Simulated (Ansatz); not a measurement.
**G0W0 on several functionals: BaTiO3 (R3m)**

One-shot GW is not self-consistent; how far does the start matter for BaTiO3 (R3m)?

Method: G0W0 on several functionals, plane waves, PAW, in Ansatz 0.2.0.

Report form: the programs' logs are mostly left out.

In doubt: masses and optical values from hybrid runs of this build are listed as unsure (steps 3, 4), which bears on the screening that GW takes from such a start.

## 1. Set-up

Symmetry: R3m, No. 160, trigonal system. Conventional cell: a = 5.655 Å, b = 5.655 Å, c = 6.955 Å, α = 90.00°, β = 90.00°, γ = 120.00°. Ba has 12 O at 2.79 to 2.89 Å nearest. Nearest to Ti lie 6 O at 1.87 to 2.14 Å. Nearest to O lie 2 Ti at 1.87 to 2.14 Å and 4 Ba at 2.79 to 2.89 Å. Farther neighbours and most contacts between anions are not listed.

As a file:

```cif
data_structure
_symmetry_space_group_name_H-M 'P 1'
_symmetry_Int_Tables_number 1
_cell_length_a 4.0042
_cell_length_b 4.0042
_cell_length_c 4.0042
_cell_angle_alpha 89.837
_cell_angle_beta 89.837
_cell_angle_gamma 89.837
_cell_volume 64.20
loop_
_atom_site_label
_atom_site_type_symbol
_atom_site_fract_x
_atom_site_fract_y
_atom_site_fract_z
_atom_site_occupancy
Ba1 Ba 0.00000 0.00000 0.00000 1
Ti2 Ti 0.48450 0.48450 0.48450 1
O3 O 0.50860 0.50860 0.01750 1
O4 O 0.01750 0.50860 0.50860 1
O5 O 0.50860 0.01750 0.50860 1
```

The cell and positions come from the Crystallography Open Database and are kept as given unless a step says otherwise. Spin-orbit coupling is left out unless a step names it.

## 2. G0W0 on LDA

G0W0 replaces the xc potential by the self-energy, built once from these orbitals. Only a window of levels is corrected, while the sums run over the empty bands that the input names. This step takes hard PAW files.

This step: G0W0 on LDA, plane waves, PAW.

Contents of input.yaml:

```yaml
crystal:
  lattice:
    - [2.8273666084, 1.6323808724, 2.3183934932]
    - [-2.8273666084, 1.6323808724, 2.3183934932]
    - [0.0, -3.2647617449, 2.3183934932]
  atoms:
    - { symbol: Ba, position: [0.0, 0.0, 0.0] }
    - { symbol: Ti, position: [0.4845, 0.4845, 0.4845] }
    - { symbol: O, position: [0.5086, 0.5086, 0.0175] }
    - { symbol: O, position: [0.0175, 0.5086, 0.5086] }
    - { symbol: O, position: [0.5086, 0.0175, 0.5086] }
kpoints:
  mp_grid: { grid: [6, 6, 6] }
hamiltonian:
  xc: lda
  pseudopotentials: { kind: paw, source: ansatz }
scf:
  occupations: { method: fixed }
gw:
  n_empty_bands: 381
  ecut_chi: 190.0
  qp_bands: [v2, c2]
  qp_kpoints: band_edges
  screening: { model: contour_deformation }
```

Launch:

```console
> ansatz run input.yaml --threads 4 --pin off --max-ram 138240MiB --backend cuda --events-out ev --progress --plain --runs-dir out --devices 1 --max-vram 26GiB
```

It took 2 min on 1 × NVIDIA H100 80GB HBM3 (shared by 3 runs) with 4 threads of AMD EPYC 7R13 (Zen 3), shared host; peak memory 3 GiB.

Numbers from this step:

```
bands summed                                 : 401
RPA ε∞ on this mesh (eigenvalues)            : 5.373, 5.851, 5.851
plane waves in the screening matrix          : 389
q-points in the mesh                         : 216
G0W0 gap on the mesh                         : 4.116 eV
k of the valence top                         : -0.5, -0.5, -0.5
k of the conduction bottom                   : 0, 0, 0
starting gap on the mesh                     : 2.347 eV
Z at the valence top                         : 0.7201
Z at the conduction bottom                   : 0.7412
least direct G0W0 gap on the computed points : 4.439 eV
```

The gap on the mesh goes from 2.35 eV to 4.12 eV, a correction of +1.77 eV. Between the two edge states, bare exchange in place of the xc potential would open the gap by 12.44 eV, and correlation takes back 10.67 eV.

## 3. G0W0 on HSE06

The same correction from a different start measures what one shot leaves open.

This step: G0W0 on HSE06, plane waves, PAW.

input.yaml, as its differences from that of step 2:

```diff
@@ -14,3 +14,3 @@
 hamiltonian:
-  xc: lda
+  xc: hse06
   pseudopotentials: { kind: paw, source: ansatz }
```

Wall time 4.5 min (1 × NVIDIA H100 80GB HBM3 (shared by 3 runs) with 4 threads); peak memory 4 GiB; 7.5 min of CPU time.

Numbers from this step:

| Property | Result |
| --- | --- |
| bands summed | 401 |
| RPA ε∞ on this mesh (eigenvalues) | 4.072, 4.362, 4.362 |
| plane waves in the screening matrix | 389 |
| q-points in the mesh | 216 |
| G0W0 gap on the mesh | 4.371 eV |
| k of the valence top | -0.5, -0.5, -0.5 |
| k of the conduction bottom | 0, 0, 0 |
| starting gap on the mesh | 3.883 eV |
| Z at the valence top | 0.7640 |
| Z at the conduction bottom | 0.7805 |
| least direct G0W0 gap on the computed points | 4.772 eV |

Against the run with 6×6×6 mesh, 381 empty bands, screening to 190 eV, hard PAW files on LDA, the gap moves by +0.26 eV, while the start moved by +1.54 eV.

## 4. G0W0 on PBE0

This step: G0W0 on PBE0, plane waves, PAW.

input.yaml, as its differences from that of step 3:

```diff
@@ -14,3 +14,3 @@
 hamiltonian:
-  xc: hse06
+  xc: pbe0
   pseudopotentials: { kind: paw, source: ansatz }
```

It took 4.7 min on 1 × NVIDIA H100 80GB HBM3 (shared by 3 runs) with 4 threads; peak memory 3.9 GiB.

This step gave:

```yaml
bands_summed: 401
rpa_eps_infinity_on_this_mesh_eigenvalues: 3.836, 4.091, 4.091
plane_waves_in_the_screening_matrix: 389
g0w0_gap_on_the_mesh: 4.631 eV
k_of_the_valence_top: -0.5, -0.5, -0.5
k_of_the_conduction_bottom: 0, 0, 0
starting_gap_on_the_mesh: 4.635 eV
least_direct_g0w0_gap_on_the_computed_points: 5.026 eV
```

Against the run with 6×6×6 mesh, 381 empty bands, screening to 190 eV, hard PAW files on HSE06, the gap moves by +0.26 eV, while the start moved by +0.75 eV.

## 5. Side by side

All on the 6×6×6 mesh with 381 empty bands and screening to 190 eV. Times are wall times on 1 × NVIDIA H100 80GB HBM3 (shared by 3 runs) with 4 threads of AMD EPYC 7R13 (Zen 3), shared host, good to a factor of about two.

```
start  starting gap (eV)  shift (eV)  G0W0 gap (eV)  RPA ε∞ (harmonic mean)  Z (valence, conduction)     time
  LDA               2.35       +1.77           4.12                    5.68               0.72, 0.74    2 min
HSE06               3.88       +0.49           4.37                    4.26               0.76, 0.78  4.5 min
 PBE0               4.64      −0.004           4.63                    4.00               0.78, 0.79  4.7 min
```

How the two edges are built up, in eV (the quasiparticle level is the starting level plus Σx plus Σc less Vxc):

```
  run               edge  start      Σx     Σc     Vxc     Z     QP
  LDA        valence top   9.87  -25.75   4.39  -20.90  0.72   9.42
  LDA  conduction bottom  12.22  -13.04  -6.28  -20.63  0.74  13.54
HSE06        valence top   9.23  -25.91   4.06  -21.89  0.76   9.27
HSE06  conduction bottom  13.11  -12.33  -5.90  -18.75  0.78  13.64
 PBE0        valence top   8.84  -25.91   3.92  -22.30  0.78   9.13
 PBE0  conduction bottom  13.47  -12.30  -5.76  -18.35  0.79  13.77
```

For a hybrid start, Vxc holds its share of exact exchange.

## 6. What came out

```yaml
g0w0_lda: 4.12 eV (start 2.35 eV)
g0w0_hse06: 4.37 eV (start 3.88 eV)
g0w0_pbe0: 4.63 eV (start 4.64 eV)
known_limits: not at the basis limit; no spin-orbit coupling
```

What this shows: The starting gaps span 2.29 eV and the G0W0 gaps 0.52 eV. Between LDA and PBE0, 0.52 eV of the 2.29 eV survives, 23 %. PBE0 screens less than LDA (ε∞ 4.00 against 5.68). Of the 0.52 eV by which its G0W0 gap is higher, the correlation part gives +0.99 eV, and exchange with the one-particle terms, which follow the orbitals, −0.48 eV. The smallest correction, −0.004 eV, is on PBE0, the start nearest to reproducing itself. Bands and cutoff are finite, so the gap is not at the basis limit. The miss can reach some tenths of an eV and take either sign; the mesh is an error of its own. The many-body steps are scalar-relativistic: spin-orbit coupling is not in them.

[Paths, hosts, dates, memory and timing lines, banners, echoed tables and standing remarks are left out of the program output.]

[Logs are printed without paths, hosts, clocks, repeated set-up lines and the standing remarks that a program may print on its own settings, such as how far it seeks lower states.]

[Runs of the session that timed out or met a known fault of the program may be left out.]

[Cells called generated may have been cut or substituted from an entry of the Crystallography Open Database or the Materials Project.]

[Hosts, paths, dates, database ids (printed as entryN), source tags and the programs' standing remarks are cut or masked in the printed files.]
